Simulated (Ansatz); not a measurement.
**Bands, cutoff and cost in G0W0 for Ba2CeSnO6 (Fm-3m)**

Wanted: a G0W0 gap for Ba2CeSnO6 (Fm-3m) that is converged in bands and cutoff, or an estimate of the limit.

Method: G0W0 on PBE, plane waves, PAW; PAW set soft_1, in Ansatz 0.2.0.

This is a report of a sequence of runs, with most program output left out.

In doubt: one-shot GW on d or f shells is unsure (steps 2, 3, 4, 5, 6, 7), so the values of those runs are not to be relied on.

### Step 1. The structure

It takes space group Fm-3m (No. 225, cubic). The conventional cell has a = 8.659 Å, b = 8.659 Å, c = 8.659 Å, α = 90.00°, β = 90.00°, γ = 90.00°. Ba has 12 O at 3.06 Å nearest. Ce has 6 O at 2.23 Å nearest. Nearest to Sn lie 6 O at 2.10 Å. Nearest to O lie 1 Sn at 2.10 Å and 1 Ce at 2.23 Å and 4 Ba at 3.06 Å. Farther neighbours and most contacts between anions are not listed.

Structure file:

```cif
data_structure
_symmetry_space_group_name_H-M 'P 1'
_symmetry_Int_Tables_number 1
_cell_length_a 6.1228
_cell_length_b 6.1228
_cell_length_c 6.1228
_cell_angle_alpha 60.000
_cell_angle_beta 60.000
_cell_angle_gamma 60.000
_cell_volume 162.31
loop_
_atom_site_label
_atom_site_type_symbol
_atom_site_fract_x
_atom_site_fract_y
_atom_site_fract_z
_atom_site_occupancy
Ba1 Ba 0.25000 0.25000 0.25000 1
Ba2 Ba 0.75000 0.75000 0.75000 1
Ce3 Ce 0.00000 0.00000 0.00000 1
Sn4 Sn 0.50000 0.50000 0.50000 1
O5 O 0.74213 0.25787 0.25787 1
O6 O 0.25787 0.74213 0.74213 1
O7 O 0.25787 0.74213 0.25787 1
O8 O 0.74213 0.25787 0.74213 1
O9 O 0.25787 0.25787 0.74213 1
O10 O 0.74213 0.74213 0.25787 1
```

The cell and positions are those that the Materials Project relaxed with its own functionals (PBE, PBE+U or r2SCAN), kept fixed. Spin-orbit coupling is left out unless a step names it.

### Step 2. 146 empty bands, screening to 54 eV

Now the one-shot GW correction: screening in the RPA, then the self-energy of the levels asked for. This step takes PAW set soft_1 files.

Contents of input.yaml:

```yaml
crystal:
  lattice:
    - [0.0, 4.32948904, 4.32948904]
    - [4.32948904, 0.0, 4.32948904]
    - [4.32948904, 4.32948904, 0.0]
  atoms:
    - { symbol: Ba, position: [0.25, 0.25, 0.25] }
    - { symbol: Ba, position: [0.75, 0.75, 0.75] }
    - { symbol: Ce, position: [0.0, 0.0, 0.0] }
    - { symbol: Sn, position: [0.5, 0.5, 0.5] }
    - { symbol: O, position: [0.74212518, 0.25787482, 0.25787482] }
    - { symbol: O, position: [0.25787482, 0.74212518, 0.74212518] }
    - { symbol: O, position: [0.25787482, 0.74212518, 0.25787482] }
    - { symbol: O, position: [0.74212518, 0.25787482, 0.74212518] }
    - { symbol: O, position: [0.25787482, 0.25787482, 0.74212518] }
    - { symbol: O, position: [0.74212518, 0.74212518, 0.25787482] }
kpoints:
  mp_grid: { grid: [4, 4, 4] }
hamiltonian:
  xc: pbe
  pseudopotentials: { kind: paw, azcp: { folder: soft_1 } }
scf:
  occupations: { method: fixed }
gw:
  n_empty_bands: 146
  ecut_chi: 54
  qp_bands: [v3, c3]
  qp_kpoints: band_edges
  screening: { model: contour_deformation }
```

The run is started by

```console
$ ansatz run input.yaml --threads 2 --pin off --max-ram 92160MiB --backend cuda --events-out ev --progress --plain --runs-dir out --devices 1 --max-vram 13GiB
```

Elapsed: 14 s, on 1 × NVIDIA H100 80GB HBM3 (shared by 6 runs) with 2 threads of AMD EPYC 7R13 (Zen 3), shared host; peak memory 1.2 GiB.

This step gave:

- bands summed: 187
- RPA ε∞ on this mesh (eigenvalues): 4.818, 4.818, 4.818
- plane waves in the screening matrix: 137
- q-points in the mesh: 64
- G0W0 gap on the mesh: 4.918 eV
- k of the valence top: 0, 0.25, -0.25
- k of the conduction bottom: 0, 0, -0.5
- starting gap on the mesh: 2.187 eV
- Z at the valence top: 0.7379
- Z at the conduction bottom: 0.5939
- least direct G0W0 gap on the computed points: 4.922 eV

The gap on the mesh goes from 2.19 eV to 4.92 eV, a correction of +2.73 eV, though a band edge has moved to another state. The program marks an edge row as in doubt.

### Step 3. 413 empty bands, screening to 108 eV

Another rung: the empty bands reach about as high as the screening cutoff, so the two stay in balance.

Edit input.yaml of step 2 so:

```diff
@@ -24,4 +24,4 @@
 gw:
-  n_empty_bands: 146
-  ecut_chi: 54
+  n_empty_bands: 413
+  ecut_chi: 108
   qp_bands: [v3, c3]
```

It took 22 s on 1 × NVIDIA H100 80GB HBM3 (shared by 6 runs) with 2 threads; peak memory 1.6 GiB.

Numbers from this step:

| Item | Value |
| --- | --- |
| bands summed | 454 |
| RPA ε∞ on this mesh (eigenvalues) | 4.785, 4.785, 4.785 |
| plane waves in the screening matrix | 411 |
| q-points in the mesh | 64 |
| G0W0 gap on the mesh | 4.620 eV |
| k of the valence top | 0, 0.25, -0.25 |
| k of the conduction bottom | 0, 0, -0.5 |
| starting gap on the mesh | 2.187 eV |
| Z at the valence top | 0.7301 |
| Z at the conduction bottom | 0.5794 |
| least direct G0W0 gap on the computed points | 4.623 eV |

Against the run with 4×4×4 mesh, 146 empty bands, screening to 54 eV, PAW set soft_1 files, the gap moves by −0.30 eV.

### Step 4. 890 empty bands, screening to 180 eV

Edit input.yaml of step 3 so:

```diff
@@ -24,4 +24,4 @@
 gw:
-  n_empty_bands: 413
-  ecut_chi: 108
+  n_empty_bands: 890
+  ecut_chi: 180.0
   qp_bands: [v3, c3]
```

Wall time 55 s (1 × NVIDIA H100 80GB HBM3 (shared by 6 runs) with 2 threads); peak memory 2.7 GiB; 84 s of CPU time.

Numbers from this step:

* bands summed: 931
* RPA ε∞ on this mesh (eigenvalues): 4.764, 4.764, 4.764
* plane waves in the screening matrix: 893
* G0W0 gap on the mesh: 4.717 eV
* k of the valence top: 0, 0.25, -0.25
* k of the conduction bottom: 0, 0, -0.5
* starting gap on the mesh: 2.187 eV
* least direct G0W0 gap on the computed points: 4.721 eV

Against the run with 4×4×4 mesh, 413 empty bands, screening to 108 eV, PAW set soft_1 files, the gap moves by +0.10 eV.

### Step 5. Changing the k mesh: 2×2×2 mesh, 413 empty bands, screening to 108 eV, PAW set soft_1 files

A second mesh at equal bands and cutoff isolates the sampling error. Bands and cutoff differ from the step before, so it is read against an earlier run that matches them.

Edit input.yaml of step 4 so:

```diff
@@ -17,3 +17,3 @@
 kpoints:
-  mp_grid: { grid: [4, 4, 4] }
+  mp_grid: { grid: [2, 2, 2] }
 hamiltonian:
@@ -24,4 +24,4 @@
 gw:
-  n_empty_bands: 890
-  ecut_chi: 180.0
+  n_empty_bands: 413
+  ecut_chi: 108
   qp_bands: [v3, c3]
```

It took 13 s on 1 × NVIDIA H100 80GB HBM3 (shared by 6 runs) with 2 threads; peak memory 1.3 GiB; 12 s of CPU time.

Numbers from this step:

| Item | Value |
| --- | --- |
| bands summed | 454 |
| RPA ε∞ on this mesh (eigenvalues) | 4.914, 4.914, 4.914 |
| plane waves in the screening matrix | 411 |
| G0W0 gap on the mesh | 4.683 eV |
| k of the valence top | 0, 0, -0.5 |
| k of the conduction bottom | 0, 0, -0.5 |
| starting gap on the mesh | 2.235 eV |
| least direct G0W0 gap on the computed points | 4.683 eV |

Against the run with 4×4×4 mesh, 413 empty bands, screening to 108 eV, PAW set soft_1 files, the gap moves by +0.06 eV, while the start moved by +0.05 eV. A band edge is found at another k point on this mesh.

### Step 6. Changing the frequency model: 4×4×4 mesh, 890 empty bands, screening to 180 eV, plasmon pole, PAW set soft_1 files

A plasmon pole stands in for the full frequency dependence of the screening; this run shows what that costs in accuracy. Bands and cutoff differ from the step before, so it is read against an earlier run that matches them.

Edit input.yaml of step 5 so:

```diff
@@ -17,3 +17,3 @@
 kpoints:
-  mp_grid: { grid: [2, 2, 2] }
+  mp_grid: { grid: [4, 4, 4] }
 hamiltonian:
@@ -24,6 +24,6 @@
 gw:
-  n_empty_bands: 413
-  ecut_chi: 108
+  n_empty_bands: 890
+  ecut_chi: 180.0
   qp_bands: [v3, c3]
   qp_kpoints: band_edges
-  screening: { model: contour_deformation }
+  screening: { model: godby_needs }
```

Run time: 88 s. Hardware: 1 × NVIDIA H100 80GB HBM3 (shared by 6 runs) with 2 threads; peak memory 6.4 GiB; 2.3 min of CPU time.

This step gave:

```yaml
bands_summed: 931
plasmon_pole_fit_frequency: 26.39 eV
rpa_eps_infinity_on_this_mesh_eigenvalues: 4.764, 4.764, 4.764
plane_waves_in_the_screening_matrix: 893
g0w0_gap_on_the_mesh: 5.176 eV
k_of_the_valence_top: 0, 0.25, -0.25
k_of_the_conduction_bottom: 0, 0, -0.5
starting_gap_on_the_mesh: 2.187 eV
least_direct_g0w0_gap_on_the_computed_points: 5.181 eV
```

Against the run with 4×4×4 mesh, 890 empty bands, screening to 180 eV, PAW set soft_1 files, the gap moves by +0.46 eV.

### Step 7. Changing the files and raising the bands: 4×4×4 mesh, 1319 empty bands, screening to 234 eV, hard PAW files

Other atomic data (hard PAW) test the pseudisation: the cutoff goes from 420 to 930 eV and the valence electrons from 82 to 90, which opens shells that were frozen. Bands and screening cutoff change too, so the step is no clean test of the files.

This step: G0W0 on PBE, plane waves, PAW.

Edit input.yaml of step 6 so:

```diff
@@ -20,3 +20,3 @@
   xc: pbe
-  pseudopotentials: { kind: paw, azcp: { folder: soft_1 } }
+  pseudopotentials: { kind: paw, source: ansatz }
 scf:
@@ -24,6 +24,6 @@
 gw:
-  n_empty_bands: 890
-  ecut_chi: 180.0
+  n_empty_bands: 1319
+  ecut_chi: 234.0
   qp_bands: [v3, c3]
   qp_kpoints: band_edges
-  screening: { model: godby_needs }
+  screening: { model: contour_deformation }
```

Wall time 1.7 min (1 × NVIDIA H100 80GB HBM3 (shared by 6 runs) with 2 threads); peak memory 6.2 GiB.

Numbers from this step:

```
bands summed                                 : 1364
RPA ε∞ on this mesh (eigenvalues)            : 4.749, 4.749, 4.749
plane waves in the screening matrix          : 1363
G0W0 gap on the mesh                         : 4.861 eV
k of the valence top                         : 0, 0.25, -0.25
k of the conduction bottom                   : 0, 0, -0.5
starting gap on the mesh                     : 2.193 eV
least direct G0W0 gap on the computed points : 4.865 eV
```

Against the run with 4×4×4 mesh, 890 empty bands, screening to 180 eV, PAW set soft_1 files, the gap moves by +0.14 eV.

### Step 8. Side by side

Times are wall times on 1 × NVIDIA H100 80GB HBM3 (shared by 6 runs) with 2 threads of AMD EPYC 7R13 (Zen 3), shared host, good to a factor of about two.

| mesh | files | frequency | bands summed | cutoff (eV) | start (eV) | G0W0 (eV) | time | host memory (GiB) |
| --- | --- | --- | --- | --- | --- | --- | --- | --- |
| 4×4×4 | PAW set soft_1 | contour deformation | 187 | 54 | 2.187 | 4.918 | 14 s | 1.2 |
| 4×4×4 | PAW set soft_1 | contour deformation | 454 | 108 | 2.187 | 4.620 | 22 s | 1.6 |
| 4×4×4 | PAW set soft_1 | contour deformation | 931 | 180 | 2.187 | 4.717 | 55 s | 2.7 |
| 2×2×2 | PAW set soft_1 | contour deformation | 454 | 108 | 2.235 | 4.683 | 13 s | 1.3 |
| 4×4×4 | PAW set soft_1 | plasmon pole | 931 | 180 | 2.187 | 5.176 | 88 s | 6.4 |
| 4×4×4 | hard PAW | contour deformation | 1364 | 234 | 2.193 | 4.861 | 1.7 min | 6.2 |

How the two edges are built up, in eV (the quasiparticle level is the starting level plus Σx plus Σc less Vxc):

| run | edge | start | Σx | Σc | Vxc | Z | QP |
| --- | --- | --- | --- | --- | --- | --- | --- |
| 187 bands | valence top | 8.75 | -26.42 | 4.24 | -22.33 | 0.74 | 8.90 |
| 187 bands | conduction bottom | 11.10 | -22.51 | -12.17 | -37.39 | 0.59 | 13.82 |
| 454 bands | valence top | 8.75 | -26.42 | 3.92 | -22.33 | 0.73 | 8.58 |
| 454 bands | conduction bottom | 11.10 | -22.51 | -12.79 | -37.39 | 0.58 | 13.20 |
| 931 bands | valence top | 8.75 | -26.42 | 3.66 | -22.33 | 0.73 | 8.32 |
| 931 bands | conduction bottom | 11.10 | -22.51 | -12.94 | -37.39 | 0.57 | 13.04 |

 Where G0W0 reorders the edges (187 bands, 454 bands and 931 bands), the two states listed lie further apart at the start than the starting gap.

### Step 9. Results

| Quantity | Value |
| --- | --- |
| 187 bands, 54 eV | 4.918 eV |
| 454 bands, 108 eV | 4.620 eV |
| 931 bands, 180 eV | 4.717 eV |
| mesh and start | 4×4×4, PBE |

In words: From 187 to 931 bands the gap moves by −0.20 eV while the time grows 3.9-fold. Σc changes by −0.58 eV at the valence top and −0.78 eV at the conduction bottom, so the levels themselves move more than the gap between them. The gap turns back along the series, so no limit is drawn from it. On the 2×2×2 mesh in place of 4×4×4 the gap differs by +0.06 eV, of which +0.05 eV is already in the start. The plasmon-pole model gives +0.46 eV against contour deformation, 18 % of the correction, and saved no time in this program. With hard PAW files and 1364 bands the gap is 4.86 eV. Empty 4f levels lie among the conduction bands. Their place in the start is unsure; it enters the screening, and the edge itself where they lie low. The runs have no spin polarisation. For a closed low-spin shell that is the natural state; where a d or f shell is open it is a constraint, and the gap is then not the crystal's own. The compound holds f electrons or empty f levels, where one-shot G0W0 is unsure. The many-body steps are scalar-relativistic: spin-orbit coupling is not in them. The program marks a band-edge row as in doubt, so the gap is less sure than its digits.

[Paths, hosts, dates, memory and timing lines, banners, echoed tables and standing remarks are left out of the program output.]

[Logs are printed without paths, hosts, clocks, repeated set-up lines and the standing remarks that a program may print on its own settings, such as how far it seeks lower states.]

[Runs of the session that timed out or met a known fault of the program may be left out.]

[Cells called generated may have been cut or substituted from an entry of the Crystallography Open Database or the Materials Project.]

[Hosts, paths, dates, database ids (printed as entryN), source tags and the programs' standing remarks are cut or masked in the printed files.]
